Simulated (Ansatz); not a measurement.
## Sn on Ir(111), fcc start, 2x2 cell: work function, bands and core levels

Wanted: core-level shifts and unfolded surface bands for Sn on Ir(111), fcc start, 2x2 cell.

Method: DFT, PBE, plane-wave PAW, scalar-relativistic; PAW set soft_1, in the first sound run; inputs show where later runs differ, in Ansatz 0.2.0.

### Step 1. The structure

The cell holds 4 atoms: 4 Ir. Cell: a = 2.737 Å, b = 2.737 Å, c = 21.703 Å, α = 90.0°, β = 90.0°, γ = 60.0°. It derives from Ir. Vacuum lies along c.

### Step 2. The clean face

The clean face is the reference for what the added atoms change.

input.yaml

```yaml
crystal:
  lattice:
    - [2.7365032432, 0.0, 0.0]
    - [1.3682516216, 2.3698813261, 0.0]
    - [0.0, 0.0, 21.7030366253]
  atoms:
    - { symbol: Ir, position: [0.0, 0.0, 0.654426239] }
    - { symbol: Ir, position: [0.666666667, 0.666666667, 0.551475413] }
    - { symbol: Ir, position: [0.333333333, 0.333333333, 0.448524587] }
    - { symbol: Ir, position: [0.0, 0.0, 0.345573761] }
kpoints:
  mp_grid: { grid: [18, 18, 1] }
scf:
  occupations: { method: fermi_dirac, width: 0.05 }
  n_extra_bands: 12
hamiltonian:
  xc: pbe
  pseudopotentials: { kind: paw, azcp: { folder: soft_1 } }
output:
  forces: true
  write_potential: true
  volumetric_format: []
  dos:
    projected: true
    de: 0.05
    e_range: [-30, 12]
    method: { smearing: { sigma: 0.1, scheme: gaussian } }
efield:
  axis: 3
  dipole_correction: true
relax:
  f_tol: 0.03
  max_steps: 50
  constraints: [{ sites: [2, 3] }]
```

On the command line:

```sh
> ansatz run input.yaml --threads 8 --pin off --max-ram 40960MiB --backend cuda --events-out ev --progress --plain --runs-dir out
```

Numbers of over 12 decimals in the logs are rounded to 6 here.

Output:

```text
The last accepted step is kept in <dir> (removed where the run ends without a failure and the disk answers)
scf.n_extra_bands = 12 over 34 filled bands (N_el = 68.0): the run solves 46 bands
Engine: ansatz 0.2.0, aarch64-unknown-linux-gnu
Pseudopotentials: kind: paw
Pseudopotential: Ir, paw, valence charge 17, recommended cutoff 420 eV (normal), soft_1/Ir.paw.azcp
Functional definition: PBE
  parameter kappa = 0.804
  parameter beta = 0.066725
  exchange = pbe_x(kappa = kappa, mu = beta*pi^2/3)
  correlation = pbe_c(beta = beta)
[...]
Crystal: 4 atoms, lattice volume = 140.748 Å³
Basis set: ecut = 420 eV, 2743 PW (Γ), exchange–correlation on 40×40×300 points (8 copies of the dense FFT grid, shifted against one another)
Bands: 46, of which v1, the nominal top of the filled ones, is band 34 counted from 1 (33 counted from 0)
Symmetry: 6 space group operations
k-points: 37 of 324 (time reversal used)
Non-local potential: Ir, projectors of the file, l = 0: 3, l = 1: 2, l = 2: 2, l = 3: 1
PAW form: soft (Blöchl's): semilocal exchange-correlation on the pseudo side does not see the compensation charge
PAW one-centre angular grid: Ir, 590 points (default); XC on 64 Gauss nodes
Initial density: superposition of atomic densities (neutral atoms: chi_scale 0, normalization atom)
Initial wavefunctions: pseudopotential atomic-orbital guess
[...]
Functional: x = pbe(κ = 0.804, μ = 0.219515), c = pbe(β = 0.066725)
iter 1 solved again at ethr=2.62e-3 eV; its pass at ethr=3.10e-3 eV (dr2=1.78e0 eV) is discarded
SCF iter   1: F=—  HF=-47745.945441 eV  |F-HF|=—  |Δ(HF+E_count)|=         —  Δρ=3.22e-2  dr2=1.79e0  ethr=2.62e-3  p=0.000 e·Å  D=3.33e-13 V/Å  ΔV_dip=-0.00 eV  dr2_dipole=2.85e-9  V_vac-E_F(+/−)=6.54/6.54 eV  ⟨swp⟩=2.0  Hψ=10442  notcnv=0
efield: sawtooth ramp at fractional position 0.9500 (placed from the atoms, in the widest stretch of the axis that holds none; the zero of the levels goes with the place), width 0.1000; the density the first Hamiltonian is built on has a dipole p = 0.000 e·Å; the dipole correction subtracts the counter field D = 3.33e-13 V/Å, which shifts the + side's vacuum level by -0.00 eV against the − side's; the planar-averaged density in the ramp window peaks in size at 8.8e-7 e/Å³
preconditioner: auto → LDOS  [metal: Δε(μ)=0.026 eV  Ē_g=8.991 eV  σ=0.050 eV  W_gap=0.13  n_scr=16 (ndim 8)  ℏωp=18.8 eV  f_vac=0.521  D(μ)=4.60/eV (n_scr^D=16)  β→1.0]
SCF iter   2: F=—  HF=-47746.014539 eV  |F-HF|=—  |Δ(HF+E_count)|=   6.91e-2  Δρ=2.68e-2  dr2=1.91e0  ethr=2.62e-3  p=-0.000 e·Å  D=-2.75e-5 V/Å  ΔV_dip=0.00 eV  dr2_dipole=2.10e-8  V_vac-E_F(+/−)=5.19/5.19 eV  ⟨swp⟩=3.7  Hψ=4745  notcnv=0  defer=77
[...]
SCF iter   7: F=-47745.500454 eV  HF=-47745.500454 eV  |F-HF|=5.82e-8  |Δ(HF+E_count)|=   4.33e-5  Δρ=4.25e-5  dr2=4.79e-6  ethr=3.31e-8  p=0.000 e·Å  D=2.45e-7 V/Å  ΔV_dip=-0.00 eV  dr2_dipole=9.85e-12  V_vac-E_F(+/−)=5.51/5.51 eV  ⟨swp⟩=20.8  Hψ=18362  notcnv=0
SCF 1 converged in 7 iterations: F = -47745.500454 eV  dr2 = 4.79e-6
  greatest PAW one-centre occupation: 1.000 electrons in one spin orbital (limit 2), on the Ir atom at site 2 (counted from 0), in its partial waves of l = 0
relax step   1: F+E_penalty+E_count = -47745.50045448 eV  Δ(F+E_penalty+E_count) = +0.000e0 eV  max|allowed force component| = 4.423e-1 eV/Å  Δτ_max = 0.0000 Å  (7 SCF iters, dr2 threshold 2.25e-5 eV, accepted)
[...]
iter 1 solved again at ethr=2.08e-3 eV; its pass at ethr=3.10e-3 eV (dr2=1.41e0 eV) is discarded
SCF iter   1: F=—  HF=-47745.498567 eV  |F-HF|=—  |Δ(HF+E_count)|=         —  Δρ=1.20e-2  dr2=1.40e0  ethr=2.08e-3  p=0.000 e·Å  D=2.92e-7 V/Å  ΔV_dip=-0.00 eV  dr2_dipole=6.69e-1  V_vac-E_F(+/−)=5.49/5.49 eV  ⟨swp⟩=1.2  Hψ=6968  notcnv=0  defer=42
efield: sawtooth ramp at fractional position 0.9500 (handed on by an earlier solve), width 0.1000; the density the first Hamiltonian is built on has a dipole p = 0.000 e·Å; the dipole correction subtracts the counter field D = 2.92e-7 V/Å, which shifts the + side's vacuum level by -0.00 eV against the − side's; the planar-averaged density in the ramp window peaks in size at 4.8e-6 e/Å³
[...]
SCF 2 converged in 6 iterations: F = -47745.469826 eV  dr2 = 9.12e-6
[...]
relax step   2: F+E_penalty+E_count = -47745.46982553 eV  Δ(F+E_penalty+E_count) = +3.063e-2 eV  max|allowed force component| = 9.028e-1 eV/Å  Δτ_max = 0.1948 Å  (6 SCF iters, dr2 threshold 1.22e-5 eV, rejected (line search))
[...]
SCF 3 converged in 8 iterations: F = -47745.516867 eV  dr2 = 3.88e-8
relax step   3: F+E_penalty+E_count = -47745.51686712 eV  Δ(F+E_penalty+E_count) = -1.641e-2 eV  max|allowed force component| = 4.643e-2 eV/Å  Δτ_max = 0.0817 Å  (8 SCF iters, accepted)
[...]
SCF 4 converged in 5 iterations: F = -47745.516983 eV  dr2 = 7.53e-8
relax step   4: F+E_penalty+E_count = -47745.51698335 eV  Δ(F+E_penalty+E_count) = -1.162e-4 eV  max|allowed force component| = 5.029e-3 eV/Å  Δτ_max = 0.0059 Å  (5 SCF iters, accepted)
[...]
SCF converged after 5 iterations
Free energy (F): -47745.516983 eV
Harris-Foulkes:  -47745.516983 eV  (|F-HF|=1.72e-8)
Internal energy: -47745.480452 eV  (E = F + TS)
E sigma→0 (E₀):  -47745.498718 eV
Entropy (-TS):   -0.036532 eV (-9.133 meV/atom)
Fermi energy:    7.055951 eV
Dipole field:    D = 0.001014 V/Å  (p = 0.000789 e·Å, saw-weighted, corrected)
Work function:   Φ+ = 5.4822 eV   Φ− = 5.5042 eV
Levels:          The Fermi level and band energies are counted from a zero that moves with the ramp; work functions are not
--- Per-component energies (eV) ---
  E_band       = -1579.831517
  E_kinetic    = 2152.587361
  E_local      = -88832.108194  (includes V_loc(G=0)·N_el)
  E_nonlocal   = 759.738038
  E_hartree    = 43241.618977
  E_xc         = -917.114173
  E_vxc        = -1021.445909  (∫ρ·V_xc dr)
  E_paw        = -37060.313896  (= ΣΔE_a)
  E_vpaw       = -1121.837508  (= ΣTr[D̂ρ^β])
  E_aug_tail   = 0.001425  (compensation charges beyond the density's cutoff)
  E_efield     = 0.000000  (sawtooth field / dipole correction)
  E_vefield    = 0.001938  (∫n·V_field dr)
  E_ewald      = 32910.110010
  E_smearing   = -0.036532  (= −TS)
  E_closure    = 0.000000  (closes the sum)
  Σ components = -47745.516983   (vs F -47745.516983, Δ=0.00e0)
--- Forces (eV/Å), atoms counted from 1 ---
  atom   1  Ir    -0.00000000     0.00000000     0.00239168
  atom   2  Ir    -0.00000000     0.00000000    -0.00502946
  atom   3  Ir    -0.00000000     0.00000000    -0.36962303
  atom   4  Ir     0.00000000    -0.00000000     0.37224675
  max |Σ_I F_I| component: 1.41e-5 eV/Å
--- Band table (eV; the first three rows and the last of 37) ---
  k-point 0: bands = [... 30 lower, 4.2232, 5.8535, 5.8535, 6.2097, 6.2097, 6.3953, 7.1369, 7.1369, ... 8 higher]
  k-point 1: bands = [... 30 lower, 4.3113, 5.7359, 5.7649, 6.0119, 6.2469, 6.3251, 6.7263, 7.1360, ... 8 higher]
  k-point 2: bands = [... 30 lower, 4.5674, 5.4788, 5.5355, 5.6234, 6.0069, 6.2816, 6.7583, 7.1348, ... 8 higher]
  k-point 36: bands = [... 30 lower, 5.7504, 5.7985, 6.8732, 7.3539, 7.4629, 7.4671, 12.4661, 12.5735, ... 8 higher]
--- Relaxed structure (4 steps of the walk, 3 accepted, 0 SCFs on fresh bases) ---
  F+E_penalty+E_count = -47745.51698335 eV   max|allowed force component| = 5.029e-3 eV/Å
  atoms:
    - { symbol: Ir, position: [0, 0, 0.650933] }
    - { symbol: Ir, position: [0.666667, 0.666667, 0.549789] }
    - { symbol: Ir, position: [0.333333, 0.333333, 0.448525] }
    - { symbol: Ir, position: [0.0, 0.0, 0.345574] }
```

Wall time 4.2 s (1 × NVIDIA GB200 with 8 threads of Arm Neoverse V2, shared host); peak memory 1.3 GiB; 11 s of CPU time.

Relaxation path:

| step | energy less that of the first step (eV) | largest force component (eV/Å) |
| --- | --- | --- |
| 1 | 0.0000 | 0.4423 |
| 2 | 0.0306 | 0.9028 |
| 3 | -0.0164 | 0.0464 |
| 4 | -0.0165 | 0.0050 |

Relaxation step 2 was tried and not accepted.

The run keeps the 6 symmetry operations that it works with, so distortions that break them were not tested.

The atoms that moved most (Å):

```
atom     dx     dy      dz  length
 Ir1  0.000  0.000  -0.076   0.076
 Ir2  0.000  0.000  -0.037   0.037
```

Final coordinates:

```xyz
4
Lattice="2.7365 0.0000 0.0000 1.3683 2.3699 0.0000 0.0000 0.0000 21.7030" Properties=species:S:1:pos:R:3
Ir    0.0000    0.0000   14.1272
Ir    2.7365    1.5799   11.9321
Ir    1.3683    0.7900    9.7343
Ir    0.0000    0.0000    7.5000
```

This step gave:

```yaml
free_energy: -47745.5170 eV
energy_at_zero_smearing: -47745.4987 eV
smearing_term_ts: 0.03653 eV
fermi_energy: 7.056 eV
symmetry_operations: 6
zero_of_energy: Fermi level
share_of_occupied_states_in_no_projected_shell: 0.0215 of the occupied states in the window
dos_at_the_fermi_level: 4.482 states/eV/cell
work_function_upper_face: 5.482 eV
work_function_lower_face: 5.505 eV
```

Maxima picked by a test of local sharpness, so broad peaks and shoulders can be missing; peaks within 0.45 eV of a curve's cut are left out. Valence peaks, by row:

```csv
photon energy (eV),binding energy (eV),height (% of the maximum within 13 eV),main shell,its share (%)
21.2,6.1,55.86,Ir 5d,99.56
21.2,4.9,63.15,Ir 5d,99.72
21.2,3.3,100,Ir 5d,99.71
21.2,2,84.63,Ir 5d,99.65
21.2,0.7,82.61,Ir 5d,99.65
40.8,6.1,52.41,Ir 5d,99.88
40.8,4.9,60.41,Ir 5d,99.93
40.8,3,100,Ir 5d,99.92
40.8,2,84.09,Ir 5d,99.91
40.8,0.7,83.32,Ir 5d,99.92
1487,6.1,57.28,Ir 5d,97.53
1487,4.9,63.71,Ir 5d,99.13
1487,3.35,100,Ir 5d,99.15
1487,2,84.84,Ir 5d,99.06
1487,0.7,82.5,Ir 5d,99.07
2150,6.1,57.46,Ir 5d,97.19
2150,4.9,63.77,Ir 5d,99.01
2150,3.35,100,Ir 5d,99.02
2150,2,84.9,Ir 5d,98.92
2150,0.7,82.51,Ir 5d,98.93
5950,6.1,58.79,Ir 5d,94.02
5950,4.9,63.89,Ir 5d,97.88
5950,3.35,100,Ir 5d,97.91
5950,2,85.09,Ir 5d,97.71
5950,0.75,82.68,Ir 5d,97.62
```

From the Fermi level. Planar mean, electrostatic potential against z:

```csv
z (Å),"planar mean, electrostatic potential (eV)"
0.0,5.49
0.5,5.50
1.0,5.50
1.5,5.50
2.0,5.50
2.5,5.50
3.0,5.50
3.5,5.50
4.0,5.50
4.5,5.48
5.0,5.42
5.5,5.17
6.0,4.14
6.5,0.0589
7.0,-14.9
7.5,-24.7
8.0,-15.3
8.5,-2.07
9.0,-7.91
9.5,-22.9
10.0,-22.3
10.5,-7.18
11.0,-3.33
11.5,-18.0
12.0,-25.1
12.5,-13.6
13.0,-2.09
13.5,-11.1
14.0,-24.0
14.5,-18.9
15.0,-2.72
15.5,3.55
16.0,4.99
16.5,5.36
17.0,5.45
17.5,5.47
18.0,5.48
18.5,5.48
19.0,5.48
19.5,5.48
20.0,5.48
20.5,5.48
21.0,5.49
21.5,5.49
```

The spectra weight each projected shell by its atomic cross section (Dirac–Hartree–Slater) and angular factor, for unpolarised light with the analyser at 60° from the beam. Broadening, on top of any smearing of the DOS itself: a Gaussian of 0.3 eV and a Lorentzian of 0.1 eV plus 0.05 times the binding energy (full widths), Fermi edge at 300 K. Each atom is damped by exp[−depth/(λ cos θ)], θ = 45° from the normal, λ from the universal curve. Curves are cut 10 eV under the photon energy, above any shell that the free atom's threshold puts out of reach, or at the lower edge of the window: 11.2 eV at 21.2 eV, 12.1 eV at 40.8 eV, 12.1 eV at 1486.7 eV, 12.1 eV at 2150 eV and 12.1 eV at 5950 eV. Dipole terms alone, which is rough above 3 keV; no background, satellites or final-state effects.

How the area divides among the shells (%):

| shell | 21.2 eV | 40.8 eV | 1486.7 eV | 2150 eV | 5950 eV |
| --- | --- | --- | --- | --- | --- |
| Ir 6s | 0.2 | 0.1 | 1.7 | 2.0 | 4.2 |
| Ir 5d | 99.6 | 99.9 | 98.1 | 97.9 | 95.5 |

At the Fermi level the DOS is 4.48 states/eV a cell, and on the broadened curves Ir 5d holds 94 % of the total there.

### Step 3. Relaxation

System of this step: SnIr16. The cell holds 17 atoms: 1 Sn and 16 Ir. Its edges and angles: a = 5.473 Å, b = 5.473 Å, c = 23.453 Å, α = 90.0°, β = 90.0°, γ = 60.0°. It derives from Ir. How the cell was made: adsorbate; added: Sn; site: fcc; coverage 0.25 monolayer; cell: 2x2; on one face. Regions: ad, 1 atom (1 Sn); L1, 4 atoms (4 Ir); L2, 4 atoms (4 Ir); L3, 4 atoms (4 Ir); rest, 4 atoms (4 Ir). Vacuum lies along c.

Levels and vacuum steps follow bond lengths, so the atoms are relaxed first. 8 atoms are held to stand for the bulk. A dipole correction cancels the field between unlike faces.

input.yaml

```yaml
crystal:
  lattice:
    - [5.4730064864, 0.0, 0.0]
    - [2.7365032432, 4.7397626523, 0.0]
    - [0.0, 0.0, 23.4530366253]
  atoms:
    - { symbol: Sn, position: [0.16719385, 0.166666667, 0.680211986] }
    - { symbol: Ir, position: [0.0, 0.0, 0.605594783] }
    - { symbol: Ir, position: [0.5, 0.0, 0.605594783] }
    - { symbol: Ir, position: [0.0, 0.5, 0.605594783] }
    - { symbol: Ir, position: [0.5, 0.5, 0.605594783] }
    - { symbol: Ir, position: [0.833333333, 0.333333333, 0.51032586] }
    - { symbol: Ir, position: [0.333333333, 0.333333333, 0.51032586] }
    - { symbol: Ir, position: [0.833333333, 0.833333333, 0.51032586] }
    - { symbol: Ir, position: [0.333333333, 0.833333333, 0.51032586] }
    - { symbol: Ir, position: [0.166666667, 0.166666667, 0.415056937] }
    - { symbol: Ir, position: [0.666666667, 0.166666667, 0.415056937] }
    - { symbol: Ir, position: [0.166666667, 0.666666667, 0.415056937] }
    - { symbol: Ir, position: [0.666666667, 0.666666667, 0.415056937] }
    - { symbol: Ir, position: [0.0, 0.0, 0.319788014] }
    - { symbol: Ir, position: [0.5, 0.0, 0.319788014] }
    - { symbol: Ir, position: [0.0, 0.5, 0.319788014] }
    - { symbol: Ir, position: [0.5, 0.5, 0.319788014] }
kpoints:
  mp_grid: { grid: [6, 6, 1] }
scf:
  occupations: { method: fermi_dirac, width: 0.05 }
  n_extra_bands: 14
hamiltonian:
  xc: pbe
  pseudopotentials: { kind: paw, azcp: { folder: soft_1 } }
output:
  forces: true
  write_potential: true
  volumetric_format: []
efield:
  axis: 3
  dipole_correction: true
relax:
  f_tol: 0.03
  max_steps: 45
  constraints: [{ sites: [9, 10, 11, 12, 13, 14, 15, 16] }]
```

Output:

```text
[...]
concurrent solve slots: 7 of 8 are kept, ahead of what memory takes: no pass of the eigensolver takes more rounds on 7
[...]
Crystal: 17 atoms, lattice volume = 608.389 Å³
Basis set: ecut = 420 eV, 11785 PW (Γ), exchange–correlation on 80×80×320 points (8 copies of the dense FFT grid, shifted against one another)
Bands: 157, of which v1, the nominal top of the filled ones, is band 143 counted from 1 (142 counted from 0)
Symmetry: 1 space group operations
[...]
k-points: 20 of 36 (time reversal used)
[...]
SCF iter   1: F=—  HF=-197008.355451 eV  |F-HF|=—  |Δ(HF+E_count)|=         —  Δρ=3.45e-2  dr2=2.07e1  ethr=3.10e-3  p=0.000 e·Å  D=3.00e-7 V/Å  ΔV_dip=-0.00 eV  dr2_dipole=1.40e0  V_vac-E_F(+/−)=6.63/6.63 eV  ⟨swp⟩=7.8  Hψ=13468  notcnv=0
[...]
SCF iter   2: F=—  HF=-197007.588245 eV  |F-HF|=—  |Δ(HF+E_count)|=   7.67e-1  Δρ=2.71e-2  dr2=7.52e0  ethr=3.10e-3  p=0.160 e·Å  D=4.75e-2 V/Å  ΔV_dip=-1.11 eV  dr2_dipole=2.19e-3  V_vac-E_F(+/−)=4.24/5.36 eV  ⟨swp⟩=3.0  Hψ=6716  notcnv=0
[...]
SCF iter   9: F=-197005.732416 eV  HF=-197005.732420 eV  |F-HF|=3.36e-6  |Δ(HF+E_count)|=   1.42e-5  Δρ=2.43e-5  dr2=6.19e-6  ethr=7.87e-9  p=0.128 e·Å  D=3.81e-2 V/Å  ΔV_dip=-0.89 eV  dr2_dipole=5.94e-7  V_vac-E_F(+/−)=4.61/5.50 eV  ⟨swp⟩=13.7  Hψ=34693  notcnv=0
SCF 1 converged in 9 iterations: F = -197005.732416 eV  dr2 = 6.19e-6
[...]
relax step   1: F+E_penalty+E_count = -197005.73241634 eV  Δ(F+E_penalty+E_count) = +0.000e0 eV  max|allowed force component| = 9.915e0 eV/Å  Δτ_max = 0.0000 Å  (9 SCF iters, dr2 threshold 2.25e-5 eV, accepted)
[...]
SCF 2 converged in 6 iterations: F = -197007.413791 eV  dr2 = 6.53e-5
[...]
relax step   2: F+E_penalty+E_count = -197007.41379116 eV  Δ(F+E_penalty+E_count) = -1.681e0 eV  max|allowed force component| = 2.787e0 eV/Å  Δτ_max = 0.1949 Å  (6 SCF iters, dr2 threshold 1.00e-4 eV, accepted)
[...]
SCF 3 converged in 6 iterations: F = -197007.698497 eV  dr2 = 1.53e-5
[...]
relax step   3: F+E_penalty+E_count = -197007.69849733 eV  Δ(F+E_penalty+E_count) = -2.847e-1 eV  max|allowed force component| = 4.151e-1 eV/Å  Δτ_max = 0.1981 Å  (6 SCF iters, dr2 threshold 1.00e-4 eV, accepted)
[...]
relax step   4: F+E_penalty+E_count = -197007.70684034 eV  Δ(F+E_penalty+E_count) = -8.343e-3 eV  max|allowed force component| = 5.056e-2 eV/Å  Δτ_max = 0.0201 Å  (5 SCF iters, dr2 threshold 1.08e-5 eV, accepted)
[...]
SCF 5 converged in 6 iterations: F = -197007.707211 eV  dr2 = 3.92e-8
relax step   5: F+E_penalty+E_count = -197007.70721050 eV  Δ(F+E_penalty+E_count) = -3.702e-4 eV  max|allowed force component| = 9.712e-3 eV/Å  Δτ_max = 0.0054 Å  (6 SCF iters, accepted)
[...]
SCF converged after 6 iterations
[...]
--- Relaxed structure (5 steps of the walk, 5 accepted, 0 SCFs on fresh bases) ---
  F+E_penalty+E_count = -197007.70721050 eV   max|allowed force component| = 9.712e-3 eV/Å
  atoms:
    - { symbol: Sn, position: [0.166746, 0.166667, 0.697880] }
    - { symbol: Ir, position: [-0.00286066, -0.0028578, 0.603858] }
    - { symbol: Ir, position: [0.505731, -0.00286718, 0.603860] }
    - { symbol: Ir, position: [-0.00286537, 0.505725, 0.603859] }
    - { symbol: Ir, position: [0.500007, 0.500000, 0.603667] }
    - { symbol: Ir, position: [0.834117, 0.332942, 0.509855] }
    - { symbol: Ir, position: [0.332946, 0.332944, 0.509855] }
    - { symbol: Ir, position: [0.833338, 0.833333, 0.507263] }
    - { symbol: Ir, position: [0.332945, 0.834113, 0.509855] }
    - { symbol: Ir, position: [0.166666667, 0.166666667, 0.415056937] }
    - { symbol: Ir, position: [0.666667, 0.166666667, 0.415056937] }
    - { symbol: Ir, position: [0.166666667, 0.666667, 0.415056937] }
    - { symbol: Ir, position: [0.666667, 0.666667, 0.415056937] }
    - { symbol: Ir, position: [0.0, 0.0, 0.319788014] }
    - { symbol: Ir, position: [0.500000, 0.0, 0.319788014] }
    - { symbol: Ir, position: [-2.7755575615628914e-17, 0.5, 0.319788014] }
    - { symbol: Ir, position: [0.5, 0.5, 0.319788014] }
```

Run time: 6.1 s. Hardware: 1 × NVIDIA GB200 with 8 threads; peak memory 1.5 GiB; 22 s of CPU time.

The steps of the relaxation:

```csv
step,energy less that of the first step (eV),largest force component (eV/Å)
1,0.0000,9.9155
2,-1.6814,2.7870
3,-1.9661,0.4151
4,-1.9744,0.0506
5,-1.9748,0.0097
```

The atoms that moved most (Å):

```csv
atom,dx,dy,dz,length
Sn1,-0.002,0.000,0.414,0.414
Ir8,0.000,0.000,-0.072,0.072
Ir2,-0.023,-0.014,-0.041,0.049
Ir4,0.000,0.027,-0.041,0.049
Ir3,0.024,-0.014,-0.041,0.049
Ir5,0.000,0.000,-0.045,0.045
Ir6,0.003,-0.002,-0.011,0.012
Ir9,0.000,0.004,-0.011,0.012
```

Final coordinates:

```cif
data_structure
_symmetry_space_group_name_H-M 'P 1'
_symmetry_Int_Tables_number 1
_cell_length_a 5.4730
_cell_length_b 5.4730
_cell_length_c 23.4530
_cell_angle_alpha 90.000
_cell_angle_beta 90.000
_cell_angle_gamma 60.000
_cell_volume 608.39
loop_
_atom_site_label
_atom_site_type_symbol
_atom_site_fract_x
_atom_site_fract_y
_atom_site_fract_z
_atom_site_occupancy
Sn1 Sn 0.16675 0.16667 0.69788 1
Ir2 Ir 0.99714 0.99714 0.60386 1
Ir3 Ir 0.50573 0.99713 0.60386 1
Ir4 Ir 0.99713 0.50572 0.60386 1
Ir5 Ir 0.50001 0.50000 0.60367 1
Ir6 Ir 0.83412 0.33294 0.50986 1
Ir7 Ir 0.33295 0.33294 0.50986 1
Ir8 Ir 0.83334 0.83333 0.50726 1
Ir9 Ir 0.33295 0.83411 0.50986 1
Ir10 Ir 0.16667 0.16667 0.41506 1
Ir11 Ir 0.66667 0.16667 0.41506 1
Ir12 Ir 0.16667 0.66667 0.41506 1
Ir13 Ir 0.66667 0.66667 0.41506 1
Ir14 Ir 0.00000 0.00000 0.31979 1
Ir15 Ir 0.50000 0.00000 0.31979 1
Ir16 Ir 0.00000 0.50000 0.31979 1
Ir17 Ir 0.50000 0.50000 0.31979 1
```

Numbers from this step:

```yaml
free_energy: -197007.7072 eV
energy_at_zero_smearing: -197007.6264 eV
smearing_term_ts: 0.1615 eV
fermi_energy: 7.114 eV
symmetry_operations: 1
work_function_upper_face: 4.422 eV
work_function_lower_face: 5.504 eV
```

The relaxation ends 116 meV an atom lower, with a largest force component of 0.0097 eV/Å on the free atoms. Between step 2 and this run (17 atoms) the value for the work function, upper face moves from 5.48 eV to 4.42 eV (-19 %).

(Part 1 of 4 ends here.)

[Logs are printed without paths, hosts, clocks, repeated set-up lines and the standing remarks that a program may print on its own settings, such as how far it seeks lower states.]

[Hosts, paths, dates, database ids (printed as entryN), source tags and the programs' standing remarks are cut or masked in the printed files.]

[Maps of the electrostatic potential energy from Ansatz leave out the sawtooth potential of an applied field or a dipole correction, so their vacuum need not be flat; work functions include it.]
